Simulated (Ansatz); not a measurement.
# CaHg (Pm-3m): Grüneisen parameters, part 2 of 2

Wanted: mode Grüneisen parameters of CaHg (Pm-3m).

Ansatz 0.2.0; DFT PBEsol, scalar-relativistic, plane waves, PAW; PAW set soft_1.

So far, highest frequency on path, mesh or solved points (cm⁻¹): step 2 (response at finite wavevector) 184.

## (4) Phonons at the other volume, volume ratio 0.97

The phonons are repeated at this volume on the same meshes, so that differences come from the volume alone.

input.yaml

```yaml
crystal:
  lattice:
    - [3.6805665336, 0.0, 0.0]
    - [0.0, 3.6805665336, 0.0]
    - [0.0, 0.0, 3.6805665336]
  atoms:
    - { symbol: Ca, position: [0.0, 0.0, 0.0] }
    - { symbol: Hg, position: [0.5, 0.5, 0.5] }
kpoints:
  mp_grid: { grid: [12, 12, 12] }
hamiltonian:
  xc: pbesol
  pseudopotentials: { kind: paw, azcp: { folder: soft_1 }, xc_functional: pbe }
scf:
  occupations: { method: methfessel_paxton, width: 0.2 }
output:
  eigenvalues: true
phonons:
  method: dfpt
  qmesh: [4, 4, 4]
  temperatures: { t_max: 1000, t_step: 50 }
  qpath:
    path:
      - [[0.0, 0.0, 0.0], [0.0, 0.5, 0.0], [0.5, 0.5, 0.0], [0.0, 0.0, 0.0], [0.5, 0.5, 0.5], [0.0, 0.5, 0.0]]
      - [[0.5, 0.5, 0.5], [0.5, 0.5, 0.0]]
    npoints: 10
```

Command:

```bash
> ansatz run input.yaml --threads 4 --pin off --max-ram 10240MiB --backend cpu --events-out ev --progress --plain --runs-dir out
```

Standard output:

```text
[...]
Crystal: 2 atoms, lattice volume = 49.859 Å³
Basis set: ecut = 420 eV, 949 PW (Γ), exchange–correlation on 50×50×50 points (8 copies of the dense FFT grid, shifted against one another)
Bands: 19, of which v1, the nominal top of the filled ones, is band 15 counted from 1 (14 counted from 0)
Symmetry: 48 space group operations
k-points: 84 of 1728
[...]
SCF iter   1: F=—  HF=-15467.996953 eV  |F-HF|=—  |Δ(HF+E_count)|=         —  Δρ=1.10e-1  dr2=1.14e1  ethr=3.10e-3  ⟨swp⟩=6.2  Hψ=8288  notcnv=0
[...]
SCF iter  11: F=-15464.932915 eV  HF=-15464.932915 eV  |F-HF|=0.00e0  |Δ(HF+E_count)|=  3.64e-12  S|Δr|=    0.00e0  Δρ=9.22e-8  dr2=3.06e-12  ethr=1.00e-12  ⟨swp⟩=5.5  Hψ=6818  notcnv=0
SCF 1 converged in 11 iterations: F = -15464.932915 eV  dr2 = 3.06e-12
[...]
SCF iter   3: F=-15464.932915 eV  HF=-15464.932915 eV  |F-HF|=7.28e-12  |Δ(HF+E_count)|=  1.09e-11  S|Δr|=    0.00e0  Δρ=6.19e-8  dr2=1.59e-12  ethr=1.00e-12  ⟨swp⟩=1.0  Hψ=3528  notcnv=0
SCF 2 converged in 3 iterations: F = -15464.932915 eV  dr2 = 1.59e-12
[...]
NSCF: frozen V_eff on 84 k-points
WARN: eigensolver did not converge (k=83): 1 band(s) unlocked after 20 sweeps at ethr=1.50e-12 eV (storage-precision floor; scheduled 1.00e-12 eV) (lowest unlocked band 18, counted from 0; max residual 4.79e-6 eV among the unlocked bands, 4.79e-6 eV over every band; other slots of this pass that fall short are told together in one closing line; warning suppressed until the next SCF loop or pass starts)
[...]
SCF converged after 11 iterations
[...]
Free energy (F): -15464.932915 eV
[...]
Internal energy: -15464.932455 eV  (E = F + TS)
E sigma→0 (E₀):  -15464.932800 eV
Entropy (-TS):   -0.000459 eV (-0.230 meV/atom)
Fermi energy:    11.776780 eV
[...]
--- Band table (eV; the first three rows and the last of 84) ---
  k-point 0: bands = [... 11 lower, 4.6867, 4.6867, 4.6867, 13.5625, 13.5625, 16.4012, 16.4012, 16.4012]
  k-point 1: bands = [... 11 lower, 4.6767, 4.6767, 4.6896, 13.4156, 13.5540, 15.7316, 15.7316, 16.0447]
  k-point 2: bands = [... 11 lower, 4.6496, 4.6496, 4.6977, 12.7982, 13.5304, 15.1593, 15.1593, 15.6969]
  k-point 83: bands = [... 11 lower, 5.0383, 5.0383, 10.0977, 10.9119, 10.9119, 10.9119, 17.1431, 17.1431]
[...]
ASR residual: 5.040e-5 → 0.000e0 eV/Å²; symmetrization residual: 7.827e-6 eV/Å²
  ASR residual per site (eV/Å²): 3.25e-6 5.04e-5
  Γ frequencies (cm⁻¹): 0.00 0.00 0.00 142.04 142.04 142.04
--- Phonons (arbitrary-q DFPT): 10 irreducible q on the 4×4×4 mesh ---
[...]
interpolated dispersion: 62 rows × 6 modes
[...]
```

Run time: 12 min. Hardware: 4 threads of Arm Neoverse N1, shared host; peak memory 2.2 GiB; 46 min of CPU time.

This step gave:

* sum-rule residual before enforcement: 5.04e-5 eV/Å²
* highest frequency on path, mesh or solved points: 193.1 cm⁻¹
* mean frequency: 106.6 cm⁻¹
* Debye temperature (second moment): 227 K
* logarithmic mean frequency: 88.7 cm⁻¹
* highest optical mode at the zone centre (no LO-TO term): 142.0 cm⁻¹
* lowest optical zone-centre mode: 142.0 cm⁻¹
* lowest mode on the q mesh (acoustic modes at Γ apart): 33.44 cm⁻¹
* zero-point energy per atom: 19.83 meV
* heat capacity at 300 K: 24.25 J/(mol atoms K)
* vibrational entropy at 300 K: 46.62 J/(mol atoms K)
* edges of the widest gap between branches, on path and mesh: 60.4, 121 cm⁻¹

Frequencies (cm⁻¹) solved at each irreducible wavevector; negative means imaginary. Frequencies by wavevector, by row:

```tsv
q in reciprocal lattice units	star	mode 1	mode 2	mode 3	mode 4	mode 5	mode 6
0 0 0	1	0	0	0	142	142	142
0 0 0.25	6	41.6	41.6	51.2	139.1	139.1	164.3
0 0 -0.5	3	57.1	58.9	58.9	136.9	136.9	187.8
0 0.25 0.25	12	33.4	51.1	60.4	134.6	165.7	168.5
0 0.25 -0.5	12	43.1	51.2	58.6	129.8	166.5	190.2
0 -0.5 -0.5	3	34.1	34.1	56.8	121	190	190
0.25 0.25 0.25	8	49.7	49.7	56.1	161.2	167.6	167.6
0.25 0.25 -0.5	12	41.5	50.9	59.9	160	169.2	190.5
0.25 -0.5 -0.5	6	46.5	46.5	57.7	160.9	191.7	191.7
-0.5 -0.5 -0.5	1	56.3	56.3	56.3	193.1	193.1	193.1
```

The highest optical mode at the zone centre (no LO-TO term) is 142.0 cm⁻¹, +8.8 cm⁻¹ against the base run.

## (5) Relaxing at another volume, volume ratio 1.03

The volume is scaled by 1.03 and held; symmetry leaves nothing to relax, so this is a single point. The modes can then be followed against volume.

input.yaml, the sections that differ from step 4:

```yaml
crystal:
  lattice:
    - [3.7549414514, 0.0, 0.0]
    - [0.0, 3.7549414514, 0.0]
    - [0.0, 0.0, 3.7549414514]
  atoms:
    - { symbol: Ca, position: [0.0, 0.0, 0.0] }
    - { symbol: Hg, position: [0.5, 0.5, 0.5] }
output:
  forces: true
  stress: true
  eigenvalues: true
# kpoints, hamiltonian, scf: as in step 4
# phonons: removed
```

Standard output:

```text
[...]
Crystal: 2 atoms, lattice volume = 52.943 Å³
Basis set: ecut = 420 eV, 1021 PW (Γ), exchange–correlation on 54×54×54 points (8 copies of the dense FFT grid, shifted against one another)
Bands: 19, of which v1, the nominal top of the filled ones, is band 15 counted from 1 (14 counted from 0)
Symmetry: 48 space group operations
[...]
k-points: 84 of 1728
[...]
--- Band table (eV; the first three rows and the last of 84) ---
  k-point 0: bands = [... 11 lower, 3.9410, 3.9410, 3.9410, 12.6775, 12.6775, 15.3385, 15.3385, 15.3385]
  k-point 1: bands = [... 11 lower, 3.9319, 3.9319, 3.9435, 12.5254, 12.6729, 14.7195, 14.7195, 14.9677]
  k-point 2: bands = [... 11 lower, 3.9074, 3.9270, 3.9504, 11.8959, 12.6600, 14.1898, 14.1898, 14.6371]
  k-point 83: bands = [... 11 lower, 4.2526, 4.2526, 9.1096, 10.1951, 10.1951, 10.1951, 15.9669, 15.9669]
[key lines of the parts left out:]
SCF converged after 9 iterations
Free energy (F): -15464.933721 eV
Fermi energy:    10.933491 eV
P = ⅓ Tr σ = -1.1560 GPa (-11.560 kbar)
```

Elapsed: 2.5 s, on 4 threads; peak memory 0.37 GiB; 8.8 s of CPU time.

This step gave:

* pressure: -1.156 GPa
* volume per atom: 26.47 Å³

The run ends at a pressure of -1.16 GPa.

## (6) Phonons at the other volume, volume ratio 1.03

The phonons are repeated at this volume on the same meshes, so that differences come from the volume alone.

input.yaml: that of step 5 with these lines changed.

```diff
@@ -16,4 +16,11 @@
 output:
-  forces: true
-  stress: true
   eigenvalues: true
+phonons:
+  method: dfpt
+  qmesh: [4, 4, 4]
+  temperatures: { t_max: 1000, t_step: 50 }
+  qpath:
+    path:
+      - [[0.0, 0.0, 0.0], [0.0, 0.5, 0.0], [0.5, 0.5, 0.0], [0.0, 0.0, 0.0], [0.5, 0.5, 0.5], [0.0, 0.5, 0.0]]
+      - [[0.5, 0.5, 0.5], [0.5, 0.5, 0.0]]
+    npoints: 10
```

Standard output:

```text
[...]
Crystal: 2 atoms, lattice volume = 52.943 Å³
Basis set: ecut = 420 eV, 1021 PW (Γ), exchange–correlation on 54×54×54 points (8 copies of the dense FFT grid, shifted against one another)
Bands: 19, of which v1, the nominal top of the filled ones, is band 15 counted from 1 (14 counted from 0)
Symmetry: 48 space group operations
k-points: 84 of 1728
[...]
k-point 83: bands = [... 11 lower, 4.2527, 4.2527, 9.1097, 10.1951, 10.1951, 10.1951, 15.9669, 15.9669]
[...]
ASR residual: 3.536e-5 → 0.000e0 eV/Å²; symmetrization residual: 6.524e-6 eV/Å²
  ASR residual per site (eV/Å²): 8.07e-6 3.54e-5
  Γ frequencies (cm⁻¹): 0.00 0.00 0.00 124.85 124.85 124.85
--- Phonons (arbitrary-q DFPT): 10 irreducible q on the 4×4×4 mesh ---
[...]
interpolated dispersion: 62 rows × 6 modes
[...]
[key lines of the parts left out:]
SCF converged after 11 iterations
Free energy (F): -15464.933721 eV
Fermi energy:    10.933488 eV
```

Wall time 12 min (4 threads); peak memory 2.3 GiB; 48 min of CPU time.

Read from the output:

| Item | Value |
| --- | --- |
| sum-rule residual before enforcement | 3.54e-5 eV/Å² |
| highest frequency on path, mesh or solved points | 176 cm⁻¹ |
| mean frequency | 95.9 cm⁻¹ |
| Debye temperature (second moment) | 204 K |
| logarithmic mean frequency | 79.7 cm⁻¹ |
| highest optical mode at the zone centre (no LO-TO term) | 124.8 cm⁻¹ |
| lowest optical zone-centre mode | 124.8 cm⁻¹ |
| lowest mode on the q mesh (acoustic modes at Γ apart) | 32.3 cm⁻¹ |
| zero-point energy per atom | 17.82 meV |
| heat capacity at 300 K | 24.38 J/(mol atoms K) |
| vibrational entropy at 300 K | 49.20 J/(mol atoms K) |
| edges of the widest gap between branches, on path and mesh | 53.4, 106 cm⁻¹ |

Frequencies (cm⁻¹) solved at each irreducible wavevector; negative means imaginary. Frequencies by wavevector, by row:

```tsv
q in reciprocal lattice units	star	mode 1	mode 2	mode 3	mode 4	mode 5	mode 6
0 0 0	1	0	0	0	124.8	124.8	124.8
0 0 0.25	6	37	37	45.6	123.2	123.2	146.7
0 0 -0.5	3	50.9	52	52	122.2	122.2	171
0 0.25 0.25	12	32.3	45.2	53.3	119.4	148.4	151.7
0 0.25 -0.5	12	40	46.3	51.6	115	150.2	172.2
0 -0.5 -0.5	3	33.7	33.7	49.6	106	173.1	173.1
0.25 0.25 0.25	8	44.5	44.5	50.2	144.2	151	151
0.25 0.25 -0.5	12	38.3	45.5	52.3	143.6	153.2	172.5
0.25 -0.5 -0.5	6	42	42	50	145.4	174.5	174.5
-0.5 -0.5 -0.5	1	49.5	49.5	49.5	176	176	176
```

The highest optical mode at the zone centre (no LO-TO term) is 124.8 cm⁻¹, -8.4 cm⁻¹ against the base run.

## (7) Grüneisen parameters

The Grüneisen parameter of a mode is minus the logarithmic change of its frequency with volume, −d ln ω / d ln V; weighted by heat capacity it gives the expansion.

This step gave:

- bulk modulus: 42.3 GPa

Phonon branches along the path, in cm⁻¹:

```tsv
point	branch 1	branch 2	branch 3	branch 4	branch 5	branch 6
Γ	0	0	0	133	133	133
halfway	39	39	48	131	131	155
X	54	55	55	129	129	179
halfway	42	49	55	122	158	181
M	34	34	53	113	181	181
halfway	33	48	57	127	157	160
Γ	0	0	0	133	133	133
halfway	47	47	53	152	159	159
R	53	53	53	184	184	184
halfway	40	48	56	152	161	181
X	54	55	55	129	129	179
jump to R	53	53	53	184	184	184
halfway	44	44	54	153	183	183
M	34	34	53	113	181	181
```

The same for volume x 0.97:

```tsv
point	branch 1	branch 2	branch 3	branch 4	branch 5	branch 6
Γ	0	0	0	142	142	142
X	57	59	59	137	137	188
M	34	34	57	121	190	190
Γ	0	0	0	142	142	142
R	56	56	56	193	193	193
X	57	59	59	137	137	188
R	56	56	56	193	193	193
M	34	34	57	121	190	190
```

The same for volume x 1.03:

```tsv
point	branch 1	branch 2	branch 3	branch 4	branch 5	branch 6
Γ	0	0	0	125	125	125
X	51	52	52	122	122	171
M	34	34	50	106	173	173
Γ	0	0	0	125	125	125
R	50	50	50	176	176	176
X	51	52	52	122	122	171
R	50	50	50	176	176	176
M	34	34	50	106	173	173
```

The first set of phonon branches as a text plot (rows in cm⁻¹):

```
    189 |
    181 |      ***********                  *********************
    173 |     *      *   **                **     **       *
    165 |    *      *      **            ***        *       *
    157 |   *                *          ***        *         *
    149 |          *          *        **           **
    141 | **      *            **   ***              **
    133 |*********            *******                  ***    *
    125 |         **       ***                                 *
    117 |           *******                                     *
    109 |
    101 |
     92 |
     84 |
     76 |
     68 |
     60 |                    *         *             **
     52 |   ***************** **     ** *************************
     44 |    *    ****   *   **     *  ******     *** **    **
     36 |  **       ********** **    **             **        ***
     28 | **                  *    *
     20 | *                    ***  *
     12 |*                       * *
      4 |                         *
         Γ      X      M          Γ            R        X|R     M
```

Mode Grueneisen parameter -dln(w)/dln(V), modes matched by rank; at Γ the acoustic branches take the value of a neighbouring point of the path. Mode grüneisen parameters along the path, in :

```tsv
point	branch 1	branch 2	branch 3	branch 4	branch 5	branch 6
Γ	1.74	1.74	1.93	2.15	2.15	2.15
halfway	1.95	1.95	1.93	2.02	2.02	1.89
X	1.92	2.08	2.08	1.89	1.89	1.56
halfway	1.24	1.68	2.12	2.02	1.72	1.66
M	0.20	0.20	2.26	2.21	1.56	1.56
halfway	0.56	2.04	2.08	2.00	1.84	1.75
Γ	0.97	1.78	1.99	2.15	2.15	2.15
halfway	1.84	1.84	1.85	1.87	1.74	1.74
R	2.14	2.14	2.14	1.54	1.54	1.54
halfway	1.34	1.87	2.26	1.80	1.66	1.65
X	1.92	2.08	2.08	1.89	1.89	1.56
jump to R	2.14	2.14	2.14	1.54	1.54	1.54
halfway	1.70	1.70	2.42	1.69	1.57	1.57
M	0.20	0.20	2.26	2.21	1.56	1.56
```

The mode Grüneisen parameters as a text plot (rows in , shown from 0.2 to 2.3 only):

```
   2.28 |              *                         ****      *   **
   2.19 |           ******                   *  *    **         *
   2.11 |***   *******   **************    ********    ****
   2.02 |   ***    *      ********* *  * ** *    * *    *  *   *
   1.93 |* ********        ** ***    ***              ****  * *
   1.84 | *      ***         **        **  *      * *****
   1.76 |*   *     *       ***   **     ***         ***
   1.67 |     *   ****    ***          * ***      ******    **
   1.58 |      ***   *****                 *********    *********
   1.49 |          *                 **
   1.41 |           *              **                 *
   1.32 |                                           *
   1.23 |                                            *
   1.15 |            *   *
   1.06 |                                                     *
   0.97 |           *            **
   0.88 |
   0.80 |                       *
   0.71 |            **        *
   0.62 |                  ** *                                *
   0.53 |               * *  *
   0.45 |             *
   0.36 |                *                                      *
   0.27 |               *
         Γ      X      M          Γ            R        X|R     M
```

(dS/dlnV)/C_V. The thermodynamic Grueneisen parameter by temperature:

```tsv
temperature (K)	thermodynamic Grueneisen parameter
50	1.75
100	1.76
150	1.76
200	1.76
250	1.76
300	1.76
350	1.76
400	1.76
450	1.76
500	1.76
550	1.76
600	1.76
650	1.76
700	1.76
750	1.76
800	1.76
850	1.76
900	1.76
950	1.76
1000	1.76
```

Gamma C_V/(B V) at the static volume. Table of volume expansion by temperature:

```tsv
temperature (K)	volume expansion (1e-6/K)
50	36.7
100	54.8
150	61.0
200	63.5
250	64.8
300	65.5
350	65.9
400	66.2
450	66.4
500	66.5
550	66.7
600	66.8
650	66.8
700	66.8
750	66.9
800	66.9
850	67.0
900	67.0
950	67.0
1000	67.0
```

## (8) Results

| Quantity | Value |
| --- | --- |
| bulk modulus | 42.3 GPa |
| thermodynamic Grüneisen parameter at 300 K | 1.764 |
| volume expansion at 300 K, estimated | 65.51 × 10⁻⁶ K⁻¹ |

By this estimate the volume grows by 65.5 × 10⁻⁶ per kelvin at 300 K. The highest optical mode at Γ goes from 142 to 125 cm⁻¹ as the cell grows, a Grüneisen parameter of 2.15. Mode parameters on the path run from 0.2 to 2.4, with a median of 1.9. Branches are matched by rank, so values near crossings are rough. The expansion is the Grüneisen estimate at the static volume, with the static bulk modulus. With no gap, or one that is small against the smearing, the frequencies hang on the k mesh and the smearing, most of all near Kohn anomalies. Spin-orbit coupling is left out, which can matter for the heavy elements here. The PAW files were made for PBE and serve the other functionals too.

[Long decimals in the printed logs are rounded to 6 places.]

[Logs are printed without paths, hosts, clocks, repeated set-up lines and the standing remarks that a program may print on its own settings, such as how far it seeks lower states.]

[Hosts, paths, dates, database ids (printed as entryN), source tags and the programs' standing remarks are cut or masked in the printed files.]

[Where the starting crystal was built by hand or by swapping elements, it need not be the compound's stable phase.]
